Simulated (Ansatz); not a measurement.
# ZrTeSe monolayer, Janus: phonons and vibrational spectra

Task: relax ZrTeSe monolayer, Janus, then find its harmonic phonons.

Main program and level: Ansatz 0.2.0; DFT PBEsol, scalar-relativistic, plane waves, PAW.

### 1. Starting point

The cell holds 3 atoms: 1 Zr, 1 Se and 1 Te. Cell: a = 3.750 Å, b = 3.750 Å, c = 20.000 Å, α = 90.0°, β = 90.0°, γ = 120.0°. Vacuum lies along c.

### 2. Coarse relaxation

The start is far from rest, so a relaxation with loose tolerances brings it close first.

The program solves this slab on a cell height of its own, 30.0 Å, in place of the one typed.

input.yaml reads:

```yaml
crystal:
  lattice:
    - [3.75, 0.0, 0.0]
    - [-1.875, 3.2476, 0.0]
    - [0.0, 0.0, 20.0]
  atoms:
    - { symbol: Zr, position: [0.0, 0.0, 0.5] }
    - { symbol: Se, position: [0.333333, 0.666667, 0.575] }
    - { symbol: Te, position: [0.666667, 0.333333, 0.42] }
  periodic: [true, true, false]
kpoints:
  mp_grid: { grid: [6, 6, 1] }
hamiltonian:
  xc: pbesol
scf:
  occupations: { method: gaussian, width: 0.1 }
output:
  forces: true
  stress: true
  eigenvalues: true
relax:
  adjacent_minimum: "off"
  f_tol: 0.05
  max_steps: 80
  cell: { stress_2d_tol: 0.02 }
```

Run with:

```sh
$ ansatz run input.yaml --threads 8 --pin off --max-ram 14336MiB --backend cpu --events-out ev --progress --plain --runs-dir out
```

Numbers of over 12 decimals in the logs are rounded to 6 here.

Log:

```text
[...]
F+E_penalty+E_count = -16457.59546558 eV   max|allowed force component| = 8.022e-3 eV/Å   (the final SCF, on the basis selected at the relaxed cell)
  cell:  # Å, volume = 375.9436 Å³
    - [3.803955, 0, 0]
    - [-1.901978, 3.294322, 0]
    - [0, 0, 30.0]
  atoms:
    - { symbol: Zr, position: [0, 0, 0.336699] }
    - { symbol: Se, position: [0.333333, 0.666667, 0.386450] }
    - { symbol: Te, position: [0.666667, 0.333333, 0.273518] }
[key lines of the parts left out:]
SCF converged after 8 iterations
Free energy (F): -16457.595466 eV
Fermi energy:    -4.959811 eV
P = ½ c Tr σ = 0.0040 N/m
```

It took 14 s on 8 threads of Arm Neoverse N1, shared host; peak memory 0.84 GiB.

Relaxation path:

```tsv
step	energy less that of the first step (eV)	largest force component (eV/Å)	volume (Å³)
1	0.0000	3.2724	365.36
2	-0.4995	0.4710	369.52
3	-0.4648	0.8834	374.71
4	-0.5169	0.0627	376.20
5	-0.5170	0.0080	375.94
6*	-0.5173	0.0080	375.94
```

Relaxation steps marked * repeat the geometry before them on a plane-wave basis chosen anew for their cell, so energy and pressure can jump there. Relaxation step 3 was tried and not accepted.

Forces are held to the 6 operations that the run works with; a distortion that breaks them can't arise in this run.

```tsv
cell as run	before	after	change
a (Å)	3.750	3.804	+1.4 %
b (Å)	3.750	3.804	+1.4 %
```

The atoms that moved most (Å, along periodic axes as changes of fractional coordinates times the final cell, across vacuum about the mean position):

```tsv
atom	dx	dy	dz	length
Te3	0.000	0.000	-0.194	0.194
Zr1	0.000	0.000	0.101	0.101
Se2	0.000	0.000	0.093	0.093
```

Final coordinates:

```xyz
3
Lattice="3.8040 0.0000 0.0000 -1.9020 3.2943 0.0000 0.0000 0.0000 30.0000" Properties=species:S:1:pos:R:3
Zr    0.0000    0.0000   10.1010
Se    0.0000    2.1962   11.5935
Te    1.9020    1.0981    8.2055
```

Numbers from this step:

```yaml
gap_on_the_k_mesh: 0 eV
area_per_atom: 4.177 Å²
```

The relaxation ends with a largest force component of 0.0080 eV/Å.

### 3. Bringing the structure to rest

The cell and atoms are relaxed, since residual forces and stress would shift the frequencies.

input.yaml reads:

```yaml
crystal:
  lattice:
    - [3.8039552524, 0.0, 0.0]
    - [-1.9019776262, 3.2943218834, 0.0]
    - [0.0, 0.0, 30.0]
  atoms:
    - { symbol: Zr, position: [0.0, 0.0, 0.3366989245] }
    - { symbol: Se, position: [0.3333333333, 0.6666666667, 0.3864499765] }
    - { symbol: Te, position: [0.6666666667, 0.3333333333, 0.2735177657] }
  periodic: [true, true, false]
kpoints:
  mp_grid: { grid: [12, 12, 1] }
hamiltonian:
  xc: pbesol
scf:
  occupations: { method: gaussian, width: 0.1 }
output:
  forces: true
  stress: true
  eigenvalues: true
  write_density: true
  write_potential: true
  elf: true
  volumetric_format: npy
relax:
  adjacent_minimum: "off"
  f_tol: 0.005
  max_steps: 80
  cell: { stress_2d_tol: 0.02 }
```

Log:

```text
[...]
Crystal: 3 atoms, lattice volume = 375.944 Å³
Basis set: ecut = 420 eV, 7313 PW (Γ), exchange–correlation on 54×54×432 points (8 copies of the dense FFT grid, shifted against one another)
Bands: 27, of which v1, the nominal top of the filled ones, is band 22 counted from 1 (21 counted from 0)
Symmetry: 6 space group operations
[...]
k-points: 19 of 144 (time reversal used)
[...]
SCF iter   1: F=—  HF=-16457.617521 eV  |F-HF|=—  |Δ(HF+E_count)|=         —  Δρ=1.88e-3  dr2=1.07e-1  ethr=1.77e-3  ⟨swp⟩=11.7  Hψ=3222  notcnv=0
[...]
SCF iter   7: F=-16457.608213 eV  HF=-16457.608213 eV  |F-HF|=1.32e-7  |Δ(HF+E_count)|=   9.12e-7  Δρ=2.57e-6  dr2=1.93e-8  ethr=2.27e-10  ⟨swp⟩=22.1  Hψ=5064  notcnv=0
SCF 1 converged in 7 iterations: F = -16457.608213 eV  dr2 = 1.93e-8
[...]
relax step   1: F+E_penalty+E_count = -16457.60821300 eV  Δ(F+E_penalty+E_count) = +0.000e0 eV  max|allowed force component| = 8.787e-3 eV/Å  Δτ_max = 0.0000 Å  P = +0.025 N/m  Ω = 375.944 Å³  fix = [c, alpha, beta]  reactions: c +0.000 N/m  (7 SCF iters, dr2 threshold 1.00e-7 eV, accepted)
Crystal: 3 atoms, lattice volume = 376.399 Å³
Basis set: ecut = 420 eV, 7325 PW (Γ), exchange–correlation on 54×54×432 points (8 copies of the dense FFT grid, shifted against one another)
[...]
SCF iter   6: F=-16457.608221 eV  HF=-16457.608221 eV  |F-HF|=5.21e-9  |Δ(HF+E_count)|=   1.76e-8  Δρ=3.11e-7  dr2=3.15e-10  ethr=1.10e-11  ⟨swp⟩=14.7  Hψ=4063  notcnv=0
SCF 2 converged in 6 iterations: F = -16457.608221 eV  dr2 = 3.15e-10
relax step   2: F+E_penalty+E_count = -16457.60822120 eV  Δ(F+E_penalty+E_count) = -8.201e-6 eV  max|allowed force component| = 1.289e-2 eV/Å  Δτ_max = 0.0037 Å  P = +0.054 N/m  Ω = 376.399 Å³  energy of the carried Pulay correction = -1.389e-5 eV  fix = [c, alpha, beta]  reactions: c +0.000 N/m  (6 SCF iters, dr2 threshold 4.83e-9 eV, accepted)
Crystal: 3 atoms, lattice volume = 376.516 Å³
[...]
SCF iter   5: F=-16457.608238 eV  HF=-16457.608238 eV  |F-HF|=4.53e-9  |Δ(HF+E_count)|=   2.95e-8  Δρ=4.03e-7  dr2=8.18e-10  ethr=1.70e-11  ⟨swp⟩=9.6  Hψ=3744  notcnv=0
SCF 3 converged in 5 iterations: F = -16457.608238 eV  dr2 = 8.18e-10
relax step   3: F+E_penalty+E_count = -16457.60823837 eV  Δ(F+E_penalty+E_count) = -1.717e-5 eV  max|allowed force component| = 2.852e-3 eV/Å  Δτ_max = 0.0008 Å  P = +0.019 N/m  Ω = 376.516 Å³  energy of the carried Pulay correction = -1.745e-5 eV  fix = [c, alpha, beta]  reactions: c +0.000 N/m  (5 SCF iters, dr2 threshold 1.04e-8 eV, accepted)
[...]
SCF iter   1: F=—  HF=-16457.606453 eV  |F-HF|=—  |Δ(HF+E_count)|=         —  Δρ=5.55e-5  dr2=2.49e-7  ethr=5.13e-7  ⟨swp⟩=6.2  Hψ=5036  notcnv=0
eigensolver tolerance schedule: the retry pair's looser diagonalisation over-reported the residual by 903.43 of it (diagonalisation noise at 0.18 of the residual, at the tolerance the schedule requests for it); recorded, not acted on — ethr = c·dr2/N_el stays at c = 1.0e-1
[...]
SCF iter   2: F=—  HF=-16457.608254 eV  |F-HF|=—  |Δ(HF+E_count)|=   1.80e-3  Δρ=1.10e-6  dr2=2.27e-8  ethr=5.67e-10  ⟨swp⟩=4.7  Hψ=1346  notcnv=0
[...]
SCF iter   7: F=-16457.608254 eV  HF=-16457.608254 eV  |F-HF|=3.67e-9  |Δ(HF+E_count)|=   1.53e-8  Δρ=8.92e-9  dr2=3.55e-13  ethr=1.00e-12  ⟨swp⟩=12.2  Hψ=2971  notcnv=0
SCF 4 converged in 7 iterations: F = -16457.608254 eV  dr2 = 3.55e-13
relax step   4: F+E_penalty+E_count = -16457.60825358 eV  Δ(F+E_penalty+E_count) = -1.521e-5 eV  max|allowed force component| = 2.848e-3 eV/Å  Δτ_max = 0.0000 Å  P = +0.019 N/m  Ω = 376.516 Å³  fix = [c, alpha, beta]  reactions: c +0.000 N/m  stress off target by 1.95e-2 N/m on what of the cell is left free  SCF on the basis re-selected at this cell (its energy is not comparable with the rows above)  (7 SCF iters)
[...]
WARN: The input density's exchange-correlation potential varies sharply where the density is thin. Do not read a vacuum level from v_tot or v_xc, or from such a field of the output density. On a cell that repeats whose density bears no net charge and no dipole along the vacuum's axis use v_es (v_loc + v_h of the components); under efield.dipole_correction with no amplitude use v_es + v_field, which holds any external [...]
SCF converged after 7 iterations
Free energy (F): -16457.608254 eV
[...]
Internal energy: -16457.602238 eV  (E = F + TS)
E sigma→0 (E₀):  -16457.605246 eV
Entropy (-TS):   -0.006016 eV (-2.005 meV/atom)
Fermi energy:    -4.948130 eV
[...]
--- Forces (eV/Å), atoms counted from 1 ---
  atom   1  Zr    -0.00000000     0.00000000    -0.00070573
  atom   2  Se     0.00000000     0.00000000     0.00284799
  atom   3  Te     0.00000000    -0.00000000    -0.00214232
  max |Σ_I F_I| component: 5.44e-8 eV/Å
--- 2D stress c σ (N/m, compression-positive) ---
        0.019497       0.000000      -0.000000
       -0.000000       0.019497      -0.000000
       -0.000000      -0.000000       0.000000
  P = ½ c Tr σ = 0.0195 N/m
--- Band table (eV; the first three rows and the last of 19) ---
  k-point 0: bands = [... 18 lower, -7.6682, -6.6486, -4.5422, -4.5422, -4.2075, -4.2075, -3.7946, -1.0391, ... 1 higher]
  k-point 1: bands = [... 18 lower, -7.6450, -6.4474, -5.3249, -4.9622, -4.1109, -3.7756, -3.5292, -1.3495, ... 1 higher]
  k-point 2: bands = [... 18 lower, -7.5974, -6.5820, -6.0973, -5.4115, -4.2813, -3.3116, -3.2355, -1.7850, ... 1 higher]
  k-point 18: bands = [... 18 lower, -8.6326, -7.5082, -7.4716, -7.1731, -3.3664, -3.1354, -3.0566, -1.2907, ... 1 higher]
--- Relaxed structure (3 steps of the walk, 3 accepted, 1 SCFs on fresh bases) ---
[...]
cell:  # Å, volume = 376.5160 Å³
    - [3.806850, 0.0, 0]
    - [-1.903425, 3.296829, 0]
    - [0, 0, 30.0]
  atoms:
    - { symbol: Zr, position: [0, 0, 0.336700] }
    - { symbol: Se, position: [0.333333, 0.666667, 0.386354] }
    - { symbol: Te, position: [0.666667, 0.333333, 0.273613] }
```

It took 22 s on 8 threads; peak memory 1 GiB; 2.7 min of CPU time.

Little changed from the start: no atom moved by 0.005 Å and no cell edge by 0.1 %.

This step gave:

```
area per atom : 4.184 Å²
```

Electrostatic potential energy in the ac plane at fractional y = 0.333, with atoms of Te within 0.2 Å of it. With pseudopotentials it is smooth inside the atoms' cores, unlike the true potential.

Ten even steps from '0' (-11 eV) to '9' (0 eV), each cell a mean:
```
99999999999999
99999999999999
99999999999999
99999999999999
99999999999999
99999999999999
99999999999999
99999999999999
99999999999999
99999999999999
99999999999999
99999999999999
99999999999999
99999999999999
64335788999987
21001457888764
43334432233233
57886202787500
99999876555678
99999999999999
99999999999999
99999999999999
99999999999999
99999999999999
```
Columns run along a (3.8 Å; values clipped at the 3rd and 97th percentile), rows up along c (30.0 Å). Atoms in or near the plane, at fractional coordinates: Te at (0.67, 0.27).

ELF in the ac plane at fractional y = 0.333, with atoms of Te within 0.2 Å of it. It is the smooth field of the valence electrons, not physical close to the nuclei.

Ten even steps from '0' (0.00) to '9' (0.76), each cell a mean:
```
00000000000000
00000000000000
00000000000000
00000000000000
00000000000000
00000000000000
00000000000000
00000000000000
00000000000000
00000000000000
00000000000000
00000000000000
00000000000000
34554210000001
89999752000136
33433322222222
42123566666666
74236874211367
41003689999997
00000012333321
00000000000000
00000000000000
00000000000000
00000000000000
```
Columns run along a (3.8 Å), rows up along c (30.0 Å). Atoms in or near the plane, at fractional coordinates: Te at (0.67, 0.27).

Valence density in the ac plane at fractional y = 0.333, with atoms of Te within 0.2 Å of it. It is the smooth field of the valence electrons, not physical close to the nuclei.

Ten steps, logarithmic in the rise over the least value, from '_' (0 e/Å³) to '@' (10 e/Å³), each cell a mean:
```
____________________________
____________________________
____________________________
____________________________
____________________________
____________________________
____________________________
____________________________
____________________________
____________________________
____________________________
____________________________
____________________________
____________________________
::------::::....________....
::------::::..............::
::::::::::::--==++++++==--::
::......::--==##@@@@@@%%++--
__________....::::::::::....
____________________________
____________________________
____________________________
____________________________
____________________________
```
Columns run along a (3.8 Å), rows up along c (30.0 Å). Atoms in or near the plane, at fractional coordinates: Te at (0.67, 0.27).

### 4. Relaxing to small forces for the phonons

Phonons need a cell at rest on their own settings, so the relaxation is repeated with tight tolerances on forces and stress on the k mesh and occupations of the first response run.

input.yaml, the sections that differ from step 3:

```yaml
crystal:
  lattice:
    - [3.8068502335, 0.0, 0.0]
    - [-1.9034251167, 3.2968290106, 0.0]
    - [0.0, 0.0, 30.0]
  atoms:
    - { symbol: Zr, position: [0.0, 0.0, 0.3366996262] }
    - { symbol: Se, position: [0.3333333333, 0.6666666667, 0.3863535559] }
    - { symbol: Te, position: [0.6666666667, 0.3333333333, 0.2736134847] }
  periodic: [true, true, false]
scf:
  occupations: { method: methfessel_paxton, width: 0.15 }
relax:
  adjacent_minimum: "off"
  f_tol: 0.001
  max_steps: 60
  cell: { stress_2d_tol: 0.002 }
# kpoints, hamiltonian, output: as in step 3
```

Log:

```text
[...]
Crystal: 3 atoms, lattice volume = 376.516 Å³
Basis set: ecut = 420 eV, 7325 PW (Γ), exchange–correlation on 54×54×432 points (8 copies of the dense FFT grid, shifted against one another)
Bands: 27, of which v1, the nominal top of the filled ones, is band 22 counted from 1 (21 counted from 0)
Symmetry: 6 space group operations
[...]
k-points: 19 of 144 (time reversal used)
[...]
--- Relaxed structure (4 steps of the walk, 4 accepted, 1 SCFs on fresh bases) ---
[...]
cell:  # Å, volume = 376.8537 Å³
    - [3.808557, -2.8880370533311166e-11, 0]
    - [-1.904278, 3.298307, 0]
    - [0, 0, 30.0]
  atoms:
    - { symbol: Zr, position: [0, 0, 0.336697] }
    - { symbol: Se, position: [0.333333, 0.666667, 0.386327] }
    - { symbol: Te, position: [0.666667, 0.333333, 0.273642] }
[key lines of the parts left out:]
SCF converged after 8 iterations
Free energy (F): -16457.606359 eV
Fermi energy:    -4.945671 eV
P = ½ c Tr σ = -0.0004 N/m
```

Wall time 26 s (8 threads); peak memory 1 GiB.

Little changed from the start: no atom moved by 0.005 Å and no cell edge by 0.1 %.

Numbers from this step:

```
area per atom : 4.187 Å²
```

Electrostatic potential energy in the ac plane at fractional y = 0.333, with atoms of Te within 0.2 Å of it. With pseudopotentials it is smooth inside the atoms' cores, unlike the true potential.

Values in eV, 24 rows by 14 columns, each cell a mean:
```
  0   0   0   0   0   0   0   0   0   0   0   0   0   0
  0   0   0   0   0   0   0   0   0   0   0   0   0   0
  0   0   0   0   0   0   0   0   0   0   0   0   0   0
  0   0   0   0   0   0   0   0   0   0   0   0   0   0
  0   0   0   0   0   0   0   0   0   0   0   0   0   0
  0   0   0   0   0   0   0   0   0   0   0   0   0   0
  0   0   0   0   0   0   0   0   0   0   0   0   0   0
  0   0   0   0   0   0   0   0   0   0   0   0   0   0
  0   0   0   0   0   0   0   0   0   0   0   0   0   0
  0   0   0   0   0   0   0   0   0   0   0   0   0   0
  0   0   0   0   0   0   0   0   0   0   0   0   0   0
  0   0   0   0   0   0   0   0   0   0   0   0   0   0
  0   0   0   0   0   0   0   0   0   0   0   0   0   0
 -1  -1  -1  -1  -1   0   0   0   0   0   0   0   0   0
 -5  -6  -8  -7  -5  -3  -2  -1  -1  -1  -1  -1  -2  -3
 -9 -10 -11 -11  -9  -7  -5  -3  -2  -2  -2  -3  -4  -6
 -7  -7  -7  -7  -7  -7  -8  -8  -8  -7  -8  -8  -8  -7
 -5  -3  -2  -2  -4  -9 -11  -9  -3  -2  -2  -6 -12 -11
 -1  -1   0  -1  -1  -2  -3  -4  -5  -5  -5  -5  -3  -2
  0   0   0   0   0   0   0   0   0   0   0   0   0   0
  0   0   0   0   0   0   0   0   0   0   0   0   0   0
  0   0   0   0   0   0   0   0   0   0   0   0   0   0
  0   0   0   0   0   0   0   0   0   0   0   0   0   0
  0   0   0   0   0   0   0   0   0   0   0   0   0   0
```
Columns run along a (3.8 Å; values clipped at the 3rd and 97th percentile), rows up along c (30.0 Å). Atoms in or near the plane, at fractional coordinates: Te at (0.67, 0.27).

Valence density in the ac plane at fractional y = 0.333, with atoms of Te within 0.2 Å of it. It is the smooth field of the valence electrons, not physical close to the nuclei.

Values in e/Å³, 24 rows by 14 columns, each cell a mean:
```
 0  0  0  0  0  0  0  0  0  0  0  0  0  0
 0  0  0  0  0  0  0  0  0  0  0  0  0  0
 0  0  0  0  0  0  0  0  0  0  0  0  0  0
 0  0  0  0  0  0  0  0  0  0  0  0  0  0
 0  0  0  0  0  0  0  0  0  0  0  0  0  0
 0  0  0  0  0  0  0  0  0  0  0  0  0  0
 0  0  0  0  0  0  0  0  0  0  0  0  0  0
 0  0  0  0  0  0  0  0  0  0  0  0  0  0
 0  0  0  0  0  0  0  0  0  0  0  0  0  0
 0  0  0  0  0  0  0  0  0  0  0  0  0  0
 0  0  0  0  0  0  0  0  0  0  0  0  0  0
 0  0  0  0  0  0  0  0  0  0  0  0  0  0
 0  0  0  0  0  0  0  0  0  0  0  0  0  0
 0  0  0  0  0  0  0  0  0  0  0  0  0  0
 0  0  0  0  0  0  0  0  0  0  0  0  0  0
 0  0  0  0  0  0  0  0  0  0  0  0  0  0
 0  0  0  0  0  0  0  1  1  1  1  1  0  0
 0  0  0  0  0  0  1  3  7 10  9  4  1  0
 0  0  0  0  0  0  0  0  0  0  0  0  0  0
 0  0  0  0  0  0  0  0  0  0  0  0  0  0
 0  0  0  0  0  0  0  0  0  0  0  0  0  0
 0  0  0  0  0  0  0  0  0  0  0  0  0  0
 0  0  0  0  0  0  0  0  0  0  0  0  0  0
 0  0  0  0  0  0  0  0  0  0  0  0  0  0
```
Columns run along a (3.8 Å), rows up along c (30.0 Å). Atoms in or near the plane, at fractional coordinates: Te at (0.67, 0.27).

ELF in the ac plane at fractional y = 0.333, with atoms of Te within 0.2 Å of it. It is the smooth field of the valence electrons, not physical close to the nuclei.

Ten even steps from '_' (0.00) to '@' (0.76), each cell a mean:
```
____________________________
____________________________
____________________________
____________________________
____________________________
____________________________
____________________________
____________________________
____________________________
____________________________
____________________________
____________________________
____________________________
--==++++==::..____________..
%%@@@@@@@@##++::______..--**
----==------::::::::::::::::
==::..::--++****************
##==::--**%%##==::....--**##
==..____--**%%@@@@@@@@@@@@##
____________..::--------::..
____________________________
____________________________
____________________________
____________________________
```
Columns run along a (3.8 Å), rows up along c (30.0 Å). Atoms in or near the plane, at fractional coordinates: Te at (0.67, 0.27).

The largest force component left is 0.33 meV/Å, within the tolerances set.

(Continued in part 2 of 2.)

[Logs are printed without paths, hosts, clocks, repeated set-up lines and the standing remarks that a program may print on its own settings, such as how far it seeks lower states.]

[Hosts, paths, dates, database ids (printed as entryN), source tags and the programs' standing remarks are cut or masked in the printed files.]
